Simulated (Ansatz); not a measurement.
# Direct or indirect: CdSe (P6_3mc)

```
Cd Se
1.0
     4.30000    0.00000    0.00000
    -2.15000    3.72391    0.00000
     0.00000    0.00000    7.02000
Cd Se
2 2
Direct
  0.66667 0.33333 0.50000
  0.33333 0.66667 0.00000
  0.66667 0.33333 0.88500
  0.33333 0.66667 0.38500
```

Method: Ansatz, PBE, independent particles, without spin-orbit coupling, line width 0.15 eV (Gaussian). The band structure gives a fundamental gap of 0.70 eV. The spectrum of vertical transitions near the edge:

```csv
E (eV),"Im ε, E ∥ xy","Im ε, E ∥ z"
0.24,0.00,0.00
0.36,0.00,0.00
0.48,0.01,0.01
0.60,0.12,0.11
0.72,0.51,0.50
0.84,1.02,1.03
0.96,1.35,1.40
1.08,1.52,1.60
1.20,1.62,1.72
1.32,1.69,1.80
1.44,1.74,1.87
1.56,1.79,1.92
1.68,1.83,1.97
1.80,1.87,2.02
1.92,1.91,2.07
2.04,1.96,2.12
```

(1) Is the gap direct or indirect, and about where do vertical transitions set in?

Results:

(1) Direct: the band path has its least direct gap at the fundamental one, 0.70 eV, and the curves rise from there. Lines are broadened by 0.15 eV, which spreads the edge.

[Logs are printed without paths, hosts, clocks, repeated set-up lines and the standing remarks that a program may print on its own settings, such as how far it seeks lower states.]
